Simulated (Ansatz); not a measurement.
# Electron scattering at the Σ11 (332) boundary in bcc W

How much does the Σ11 (332) boundary in bcc W reflect electrons?

Main program and level: Ansatz 0.2.0; Ansatz plane-wave DFT, LDA, PAW files; relaxation of a bicrystal slab with its lowest layers held; PAW set soft_1, in the first sound run; inputs show where later runs differ.

## Step 1: Set-up

The cell holds 28 atoms: 28 W. Cell: a = 4.476 Å, b = 5.248 Å, c = 29.893 Å, α = 90.0°, β = 90.0°, γ = 90.0°. It derives from W. built on the (3 3 2) plane; 2 overlapping atoms removed and the grains opened by 0 Å. Vacuum lies along c.

## Step 2: Relaxing the bicrystal

The boundary is built by mirroring the lower grain in the boundary plane and removing any atoms that overlap. A thin bicrystal slab is relaxed first, with the lowest layers held and the upper grain free to shift and open.

File input.yaml:

```yaml
crystal:
  lattice:
    - [4.4757030822, 0.0, 0.0]
    - [0.0, 5.2482270683, 0.0]
    - [0.0, 0.0, 29.8926535588]
  atoms:
    - { symbol: W, position: [0.0, 0.2727272727, 0.1672651774] }
    - { symbol: W, position: [0.5, 0.0, 0.1898371992] }
    - { symbol: W, position: [0.0, 0.7272727273, 0.2124092209] }
    - { symbol: W, position: [0.5, 0.4545454546, 0.2349812427] }
    - { symbol: W, position: [0.0, 0.1818181818, 0.2575532645] }
    - { symbol: W, position: [0.5, 0.9090909091, 0.2801252863] }
    - { symbol: W, position: [0.0, 0.6363636364, 0.302697308] }
    - { symbol: W, position: [0.5, 0.3636363636, 0.3252693298] }
    - { symbol: W, position: [0.0, 0.0909090909, 0.3478413516] }
    - { symbol: W, position: [0.5, 0.8181818182, 0.3704133734] }
    - { symbol: W, position: [0.0, 0.5454545455, 0.3929853952] }
    - { symbol: W, position: [0.5, 0.2727272727, 0.4155574169] }
    - { symbol: W, position: [0.0, 0.0, 0.4381294387] }
    - { symbol: W, position: [0.0, 0.5454545455, 0.4832734823] }
    - { symbol: W, position: [0.5, 0.8181818182, 0.505845504] }
    - { symbol: W, position: [0.0, 0.0909090909, 0.5284175258] }
    - { symbol: W, position: [0.5, 0.3636363636, 0.5509895476] }
    - { symbol: W, position: [0.0, 0.6363636364, 0.5735615694] }
    - { symbol: W, position: [0.5, 0.9090909091, 0.5961335911] }
    - { symbol: W, position: [0.0, 0.1818181818, 0.6187056129] }
    - { symbol: W, position: [0.5, 0.4545454546, 0.6412776347] }
    - { symbol: W, position: [0.0, 0.7272727273, 0.6638496565] }
    - { symbol: W, position: [0.5, 0.0, 0.6864216783] }
    - { symbol: W, position: [0.0, 0.2727272727, 0.7089937] }
    - { symbol: W, position: [0.5, 0.5454545455, 0.7315657218] }
    - { symbol: W, position: [0.0, 0.8181818182, 0.7541377436] }
    - { symbol: W, position: [0.5, 0.0909090909, 0.7767097654] }
    - { symbol: W, position: [0.0, 0.3636363637, 0.7992817871] }
kpoints:
  mp_grid: { grid: [5, 5, 1] }
hamiltonian:
  xc: lda
  pseudopotentials: { kind: paw, azcp: { folder: soft_1 }, xc_functional: pbe }
scf:
  occupations: { method: fermi_dirac, width: 0.1 }
relax:
  f_tol: 0.03
  max_steps: 80
  constraints: [{ sites: [0, 1, 2, 3, 4] }]
```

Command:

```sh
$ ansatz run input.yaml --threads 4 --pin off --max-ram 15360MiB --backend cpu --events-out ev --progress --plain --runs-dir out
```

Numbers of over 12 decimals in the logs are rounded to 6 here.

What it wrote:

```text
Engine: ansatz 0.2.0, aarch64-unknown-linux-gnu
Pseudopotentials: kind: paw
Pseudopotential: W, paw, valence charge 14, recommended cutoff 420 eV (normal), soft_1/W.paw.azcp
Functional definition: SPW92
  exchange = slater_x
  correlation = pw_c
Crystal: 28 atoms, lattice volume = 702.164 Å³
Basis set: ecut = 420 eV, 13769 PW (Γ)
Bands: 236, of which v1, the nominal top of the filled ones, is band 196 counted from 1 (195 counted from 0)
Symmetry: 2 space group operations
Space group: Pm (ITA 6), of the structure as read, at distance tolerance 8.9e-5 Å
k-points: 9 of 25 (time reversal used)
Non-local potential: W, projectors of the file, l = 0: 3, l = 1: 2, l = 2: 2, l = 3: 1
PAW form: soft (Blöchl's): semilocal exchange-correlation on the pseudo side does not see the compensation charge
PAW frozen core: W, regenerated for the run's functional, and the local potential with it (the file was generated under x = pbe(κ = 0.804, μ = 0.219515), c = pbe(β = 0.066725))
PAW one-centre angular grid: W, 590 points (default); XC on 64 Gauss nodes
Initial density: superposition of atomic densities (neutral atoms: chi_scale 0, normalization atom)
Initial wavefunctions: pseudopotential atomic-orbital guess
Functional: x = slater, c = lda
SCF iter   1: F=—  HF=-283654.355231 eV  |F-HF|=—  |Δ(HF+E_count)|=         —  Δρ=5.55e-2  dr2=2.19e2  ethr=3.10e-3  ⟨swp⟩=8.9  Hψ=10008  notcnv=0
preconditioner: auto → LDOS  [metal: Δε(μ)=0.015 eV  Ē_g=4.999 eV  σ=0.100 eV  W_gap=0.04  n_scr=172 (ndim 8)  ℏωp=18.2 eV  f_vac=0.283  D(μ)=17.36/eV (n_scr^D=120)  β→1.0]
SCF iter   2: F=—  HF=-283653.378310 eV  |F-HF|=—  |Δ(HF+E_count)|=   9.77e-1  Δρ=5.53e-2  dr2=3.92e2  ethr=3.10e-3  ⟨swp⟩=10.3  Hψ=9703  notcnv=0  defer=3
SCF iter   3: F=—  HF=-283641.724776 eV  |F-HF|=—  |Δ(HF+E_count)|=    1.17e1  Δρ=1.07e-2  dr2=7.21e0  ethr=3.10e-3  ⟨swp⟩=7.9  Hψ=6087  notcnv=0  defer=3
SCF iter   4: F=—  HF=-283641.348926 eV  |F-HF|=—  |Δ(HF+E_count)|=   3.76e-1  Δρ=3.28e-3  dr2=3.95e-1  ethr=1.84e-3  ⟨swp⟩=3.1  Hψ=3029  notcnv=0
SCF iter   5: F=—  HF=-283641.290697 eV  |F-HF|=—  |Δ(HF+E_count)|=   5.82e-2  Δρ=1.04e-3  dr2=3.49e-2  ethr=1.01e-4  ⟨swp⟩=3.1  Hψ=3204  notcnv=0
SCF iter   6: F=—  HF=-283641.289495 eV  |F-HF|=—  |Δ(HF+E_count)|=   1.20e-3  Δρ=5.87e-4  dr2=1.19e-2  ethr=8.91e-6  ⟨swp⟩=2.1  Hψ=3016  notcnv=0
SCF iter   7: F=—  HF=-283641.288050 eV  |F-HF|=—  |Δ(HF+E_count)|=   1.45e-3  Δρ=1.33e-4  dr2=3.99e-4  ethr=3.04e-6  ⟨swp⟩=2.9  Hψ=3507  notcnv=0  defer=1
SCF iter   8: F=—  HF=-283641.288011 eV  |F-HF|=—  |Δ(HF+E_count)|=   3.92e-5  Δρ=5.05e-5  dr2=9.66e-5  ethr=1.02e-7  ⟨swp⟩=3.0  Hψ=3978  notcnv=0
SCF iter   9: F=-283641.288001 eV  HF=-283641.288004 eV  |F-HF|=3.36e-6  |Δ(HF+E_count)|=   6.49e-6  Δρ=1.69e-5  dr2=6.61e-6  ethr=5.74e-9  ⟨swp⟩=3.0  Hψ=7616  notcnv=0
SCF 1 converged in 9 iterations: F = -283641.288001 eV  dr2 = 6.61e-6
  greatest PAW one-centre occupation: 0.999 electrons in one spin orbital (limit 2), on the W atom at site 10 (counted from 0), in its partial waves of l = 0
relax step   1: F+E_penalty+E_count = -283641.28800087 eV  Δ(F+E_penalty+E_count) = +0.000e0 eV  max|allowed force component| = 3.212e0 eV/Å  Δτ_max = 0.0000 Å  (9 SCF iters, dr2 threshold 2.25e-5 eV, accepted)
Initial density: handed on by an earlier stage of this run
Initial wavefunctions: those handed on with the density
iter 1 solved again at ethr=3.02e-4 eV; its pass at ethr=3.10e-3 eV (dr2=1.18e0 eV) is discarded
SCF iter   1: F=—  HF=-283642.182660 eV  |F-HF|=—  |Δ(HF+E_count)|=         —  Δρ=8.15e-3  dr2=1.43e0  ethr=3.02e-4  ⟨swp⟩=2.0  Hψ=7588  notcnv=0
eigensolver tolerance schedule calibrated: the retry pair's looser diagonalisation under-reported the residual by θ = 0.17 (0.17/decade); ethr = c·dr2/N_el runs at the constant in force after the calibration composes with the one it found (an armed cap, an earlier calibration), c = 3.4e-2
preconditioner: auto → LDOS  [metal: Δε(μ)=0.033 eV  Ē_g=4.608 eV  σ=0.100 eV  W_gap=0.08  n_scr=172 (ndim 8)  ℏωp=18.2 eV  f_vac=0.292  D(μ)=19.81/eV (n_scr^D=144)  β→1.0]
SCF iter   2: F=—  HF=-283642.142042 eV  |F-HF|=—  |Δ(HF+E_count)|=   4.06e-2  Δρ=4.61e-3  dr2=6.08e-1  ethr=1.25e-4  ⟨swp⟩=3.9  Hψ=5277  notcnv=0
SCF iter   3: F=—  HF=-283642.042171 eV  |F-HF|=—  |Δ(HF+E_count)|=   9.99e-2  Δρ=1.17e-3  dr2=2.80e-2  ethr=5.33e-5  ⟨swp⟩=3.0  Hψ=4789  notcnv=0
SCF iter   4: F=—  HF=-283642.036554 eV  |F-HF|=—  |Δ(HF+E_count)|=   5.62e-3  Δρ=2.43e-4  dr2=1.58e-3  ethr=2.46e-6  ⟨swp⟩=2.8  Hψ=4312  notcnv=0
SCF iter   5: F=—  HF=-283642.036638 eV  |F-HF|=—  |Δ(HF+E_count)|=   8.35e-5  Δρ=8.63e-5  dr2=1.41e-4  ethr=1.39e-7  ⟨swp⟩=2.9  Hψ=3501  notcnv=0
SCF iter   6: F=-283642.036620 eV  HF=-283642.036648 eV  |F-HF|=2.73e-5  |Δ(HF+E_count)|=   9.99e-6  Δρ=3.69e-5  dr2=3.49e-5  ethr=8.77e-9  ⟨swp⟩=2.7  Hψ=7844  notcnv=0
SCF 2 converged in 6 iterations: F = -283642.036620 eV  dr2 = 3.49e-5
  greatest PAW one-centre occupation: 0.999 electrons in one spin orbital (limit 2), on the W atom at site 15 (counted from 0), in its partial waves of l = 0
relax step   2: F+E_penalty+E_count = -283642.03662030 eV  Δ(F+E_penalty+E_count) = -7.486e-1 eV  max|allowed force component| = 7.616e-1 eV/Å  Δτ_max = 0.1949 Å  (6 SCF iters, dr2 threshold 1.00e-4 eV, accepted)
SCF iter   1: F=—  HF=-283643.076179 eV  |F-HF|=—  |Δ(HF+E_count)|=         —  Δρ=1.72e-2  dr2=1.61e1  ethr=3.10e-3  ⟨swp⟩=6.0  Hψ=5934  notcnv=0
preconditioner: auto → LDOS  [metal: Δε(μ)=0.022 eV  Ē_g=4.654 eV  σ=0.100 eV  W_gap=0.06  n_scr=172 (ndim 8)  ℏωp=18.2 eV  f_vac=0.299  D(μ)=18.93/eV (n_scr^D=132)  β→1.0]
SCF iter   2: F=—  HF=-283642.678320 eV  |F-HF|=—  |Δ(HF+E_count)|=   3.98e-1  Δρ=5.53e-3  dr2=5.75e-1  ethr=3.10e-3  ⟨swp⟩=2.0  Hψ=2683  notcnv=0
SCF iter   3: F=—  HF=-283642.603831 eV  |F-HF|=—  |Δ(HF+E_count)|=   7.45e-2  Δρ=2.71e-3  dr2=1.65e-1  ethr=1.47e-4  ⟨swp⟩=3.0  Hψ=4771  notcnv=0
SCF iter   4: F=—  HF=-283642.578677 eV  |F-HF|=—  |Δ(HF+E_count)|=   2.52e-2  Δρ=3.87e-4  dr2=1.79e-3  ethr=4.20e-5  ⟨swp⟩=2.1  Hψ=3269  notcnv=0
SCF iter   5: F=—  HF=-283642.577685 eV  |F-HF|=—  |Δ(HF+E_count)|=   9.91e-4  Δρ=1.50e-4  dr2=3.01e-4  ethr=4.58e-7  ⟨swp⟩=3.0  Hψ=4528  notcnv=0
SCF iter   6: F=—  HF=-283642.577710 eV  |F-HF|=—  |Δ(HF+E_count)|=   2.45e-5  Δρ=8.17e-5  dr2=1.04e-4  ethr=7.69e-8  ⟨swp⟩=2.1  Hψ=3342  notcnv=0
SCF iter   7: F=-283642.577703 eV  HF=-283642.577706 eV  |F-HF|=3.65e-6  |Δ(HF+E_count)|=   3.76e-6  Δρ=1.65e-5  dr2=6.52e-6  ethr=9.25e-9  ⟨swp⟩=3.0  Hψ=8070  notcnv=0
SCF 3 converged in 7 iterations: F = -283642.577703 eV  dr2 = 6.52e-6
relax step   3: F+E_penalty+E_count = -283642.57770253 eV  Δ(F+E_penalty+E_count) = -5.411e-1 eV  max|allowed force component| = 5.695e-1 eV/Å  Δτ_max = 0.2000 Å  (7 SCF iters, dr2 threshold 3.63e-5 eV, accepted)
[... from here on, the SCF cycles and remarks between the steps are left out ...]
relax step   4: F+E_penalty+E_count = -283642.92988492 eV  Δ(F+E_penalty+E_count) = -3.522e-1 eV  max|allowed force component| = 2.816e-1 eV/Å  Δτ_max = 0.1946 Å  (7 SCF iters, dr2 threshold 2.03e-5 eV, accepted)
relax step   5: F+E_penalty+E_count = -283643.20270887 eV  Δ(F+E_penalty+E_count) = -2.728e-1 eV  max|allowed force component| = 1.780e-1 eV/Å  Δτ_max = 0.1948 Å  (7 SCF iters, dr2 threshold 1.94e-5 eV, accepted)
relax step   6: F+E_penalty+E_count = -283643.30983250 eV  Δ(F+E_penalty+E_count) = -1.071e-1 eV  max|allowed force component| = 8.765e-2 eV/Å  Δτ_max = 0.1926 Å  (7 SCF iters, dr2 threshold 7.74e-6 eV, accepted)
relax step   7: F+E_penalty+E_count = -283643.31441353 eV  Δ(F+E_penalty+E_count) = -4.581e-3 eV  max|allowed force component| = 4.323e-2 eV/Å  Δτ_max = 0.0432 Å  (6 SCF iters, dr2 threshold 1.86e-6 eV, accepted)
relax step   8: F+E_penalty+E_count = -283643.31773918 eV  Δ(F+E_penalty+E_count) = -3.326e-3 eV  max|allowed force component| = 4.947e-2 eV/Å  Δτ_max = 0.0509 Å  (8 SCF iters, accepted)
relax step   9: F+E_penalty+E_count = -283643.32111783 eV  Δ(F+E_penalty+E_count) = -3.379e-3 eV  max|allowed force component| = 4.795e-2 eV/Å  Δτ_max = 0.0938 Å  (8 SCF iters, accepted)
relax step  10: F+E_penalty+E_count = -283643.32186161 eV  Δ(F+E_penalty+E_count) = -7.438e-4 eV  max|allowed force component| = 2.840e-2 eV/Å  Δτ_max = 0.0353 Å  (6 SCF iters, dr2 threshold 2.16e-6 eV, accepted)
iter 1 solved again at ethr=2.71e-10 eV; its pass at ethr=3.10e-3 eV (dr2=1.06e-6 eV) is discarded
SCF iter   1: F=—  HF=-283643.321862 eV  |F-HF|=—  |Δ(HF+E_count)|=         —  Δρ=1.15e-5  dr2=1.06e-6  ethr=2.71e-10  ⟨swp⟩=2.2  Hψ=5083  notcnv=0
preconditioner: auto → LDOS  [metal: Δε(μ)=0.017 eV  Ē_g=4.757 eV  σ=0.100 eV  W_gap=0.04  n_scr=172 (ndim 8)  ℏωp=18.2 eV  f_vac=0.317  D(μ)=18.64/eV (n_scr^D=132)  β→1.0]
SCF iter   2: F=—  HF=-283643.321862 eV  |F-HF|=—  |Δ(HF+E_count)|=   2.44e-8  Δρ=7.31e-6  dr2=5.24e-7  ethr=2.70e-10  ⟨swp⟩=2.1  Hψ=4242  notcnv=0
SCF iter   3: F=-283643.321862 eV  HF=-283643.321862 eV  |F-HF|=1.47e-8  |Δ(HF+E_count)|=   1.63e-7  Δρ=1.50e-6  dr2=3.51e-8  ethr=2.55e-11  ⟨swp⟩=3.8  Hψ=8899  notcnv=0
SCF 11 converged in 3 iterations: F = -283643.321862 eV  dr2 = 3.51e-8
relax step  11: F+E_penalty+E_count = -283643.32186202 eV  Δ(F+E_penalty+E_count) = -4.106e-7 eV  max|allowed force component| = 2.843e-2 eV/Å  Δτ_max = 0.0000 Å  (3 SCF iters, accepted)
SCF converged after 3 iterations
Free energy (F): -283643.321862 eV
Harris-Foulkes:  -283643.321862 eV  (|F-HF|=1.47e-8)
Internal energy: -283642.703944 eV  (E = F + TS)
E sigma→0 (E₀):  -283643.012903 eV
Entropy (-TS):   -0.617918 eV (-22.068 meV/atom)
Fermi energy:    12.303773 eV
--- Per-component energies (eV) ---
  E_band       = -6238.862597
  E_kinetic    = 11825.643174
  E_local      = -413586.292889  (includes V_loc(G=0)·N_el)
  E_nonlocal   = -541.719433
  E_hartree    = 203615.075968
  E_xc         = -7435.289219
  E_vxc        = -6470.025301  (∫ρ·V_xc dr)
  E_paw        = -233090.586254  (= ΣΔE_a)
  E_vpaw       = -4696.640078  (= ΣTr[D̂ρ^β])
  E_aug_tail   = 0.004111  (compensation charges beyond the density's cutoff)
  E_ewald      = 155562.529614
  E_core_change = 7.930983  (= ΣΔE_core)
  E_smearing   = -0.617918  (= −TS)
  E_closure    = -0.000000  (closes the sum)
  Σ components = -283643.321862   (vs F -283643.321862, Δ=0.00e0)
--- Forces (eV/Å), atoms counted from 1 ---
  atom   1  W      0.00000000    -0.84943550     3.13692549
  atom   2  W      0.00000000     1.18674141     0.89085002
  atom   3  W     -0.00000000    -0.50797615    -0.57224961
  atom   4  W     -0.00000000    -0.02445329    -1.60495620
  atom   5  W     -0.00000000     0.20251846    -1.85753767
  atom   6  W      0.00000000    -0.00553265     0.00185733
  atom   7  W     -0.00000000    -0.00267481     0.00481768
  atom   8  W      0.00000000     0.00904788    -0.01929122
  atom   9  W      0.00000000     0.00253164     0.02843096
  atom  10  W     -0.00000000    -0.01276054    -0.00521088
  atom  11  W      0.00000000    -0.00258795     0.00175535
  atom  12  W      0.00000000    -0.00717320    -0.00764131
  atom  13  W     -0.00000000     0.00407915     0.00769566
  atom  14  W      0.00000000     0.02407920    -0.01520412
  atom  15  W      0.00000000    -0.00102021    -0.00482346
  atom  16  W     -0.00000000    -0.01468505    -0.00540471
  atom  17  W      0.00000000     0.00443803     0.02685400
  atom  18  W      0.00000000     0.00125479     0.00814383
  atom  19  W      0.00000000    -0.00997139    -0.01068921
  atom  20  W     -0.00000000     0.00620236    -0.01351596
  atom  21  W      0.00000000     0.01373829     0.00535466
  atom  22  W     -0.00000000    -0.01124527     0.00327212
  atom  23  W      0.00000000    -0.00904683    -0.00410593
  atom  24  W     -0.00000000    -0.00134887     0.00672866
  atom  25  W      0.00000000     0.00392060     0.00606160
  atom  26  W     -0.00000000    -0.00052522    -0.00511343
  atom  27  W     -0.00000000    -0.00192411    -0.01160403
  atom  28  W      0.00000000     0.00382657     0.00857514
  max |Σ_I F_I| component: 2.52e-5 eV/Å
--- Relaxed structure (11 steps of the walk, 11 accepted, 0 SCFs on fresh bases) ---
  F+E_penalty+E_count = -283643.32186202 eV   max|allowed force component| = 2.843e-2 eV/Å
  atoms:
    - { symbol: W, position: [0.0, 0.2727272727, 0.1672651774] }
    - { symbol: W, position: [0.500000, 0.0, 0.1898371992] }
    - { symbol: W, position: [0.0, 0.7272727273, 0.2124092209] }
    - { symbol: W, position: [0.500000, 0.4545454546, 0.2349812427] }
    - { symbol: W, position: [0.0, 0.1818181818, 0.2575532645] }
    - { symbol: W, position: [0.500000, 0.911748, 0.277566] }
    - { symbol: W, position: [-1.960986310613625e-18, 0.637193, 0.299907] }
    - { symbol: W, position: [0.500000, 0.364958, 0.324035] }
    - { symbol: W, position: [-2.3743259891534805e-18, 0.091456, 0.344543] }
    - { symbol: W, position: [0.500000, 0.821680, 0.368350] }
    - { symbol: W, position: [-4.7154678761022684e-18, 0.543099, 0.387040] }
    - { symbol: W, position: [0.500000, 0.271748, 0.415983] }
    - { symbol: W, position: [-8.514374421507074e-18, -0.00687748, 0.427854] }
    - { symbol: W, position: [-1.6906482612783575e-17, 0.486190, 0.470878] }
    - { symbol: W, position: [0.500000, 0.760949, 0.481321] }
    - { symbol: W, position: [-1.9737773087652738e-17, 0.031759, 0.512184] }
    - { symbol: W, position: [0.500000, 0.312140, 0.529714] }
    - { symbol: W, position: [-2.1498972078511992e-17, 0.580990, 0.554290] }
    - { symbol: W, position: [0.500000, 0.855983, 0.574269] }
    - { symbol: W, position: [-2.273258656730054e-17, 0.126682, 0.597728] }
    - { symbol: W, position: [0.500000, 0.400708, 0.619956] }
    - { symbol: W, position: [-2.2876785477113298e-17, 0.672585, 0.642599] }
    - { symbol: W, position: [0.500000, -0.053161, 0.664477] }
    - { symbol: W, position: [-2.428671645837501e-17, 0.216257, 0.686155] }
    - { symbol: W, position: [0.500000, 0.496349, 0.711414] }
    - { symbol: W, position: [-2.562165631289326e-17, 0.758095, 0.730133] }
    - { symbol: W, position: [0.500000, 0.036191, 0.748978] }
    - { symbol: W, position: [-3.31987389936249e-17, 0.292257, 0.767042] }
```

The job ended after 10 min (4 threads of Arm Neoverse V1, shared host; peak memory 3.3 GiB; 40 min of CPU time).

Step by step:

```csv
step,energy less that of the first step (eV),largest force component (eV/Å)
1,0.0000,3.2121
2,-0.7486,0.7616
3,-1.2897,0.5695
4,-1.6419,0.2816
5,-1.9147,0.1780
6,-2.0218,0.0877
7,-2.0264,0.0432
8,-2.0297,0.0495
9,-2.0331,0.0479
10,-2.0339,0.0284
11,-2.0339,0.0284
```

Forces are held to the 2 operations that the run works with; a distortion that breaks them can't arise in this run.

The atoms that moved most (Å):

| atom | dx | dy | dz | length |
| --- | --- | --- | --- | --- |
| W28 | 0.000 | -0.375 | -0.964 | 1.034 |
| W27 | 0.000 | -0.287 | -0.829 | 0.877 |
| W15 | 0.000 | -0.300 | -0.733 | 0.792 |
| W26 | 0.000 | -0.315 | -0.718 | 0.784 |
| W24 | 0.000 | -0.296 | -0.683 | 0.744 |
| W23 | 0.000 | -0.279 | -0.656 | 0.713 |
| W19 | 0.000 | -0.279 | -0.654 | 0.711 |
| W21 | 0.000 | -0.283 | -0.637 | 0.697 |

Numbers from this step:

```yaml
free_energy: -283643.3219 eV
energy_at_zero_smearing: -283643.0129 eV
fermi_energy: 12.30 eV
```

The largest force component on a free atom ends at 0.028 eV/Å, under the tolerance of 0.03, after 11 steps.

[end of part 1 of 3]

[Logs are printed without paths, hosts, clocks, repeated set-up lines and the standing remarks that a program may print on its own settings, such as how far it seeks lower states.]

[Hosts, paths, dates, database ids (printed as entryN), source tags and the programs' standing remarks are cut or masked in the printed files.]
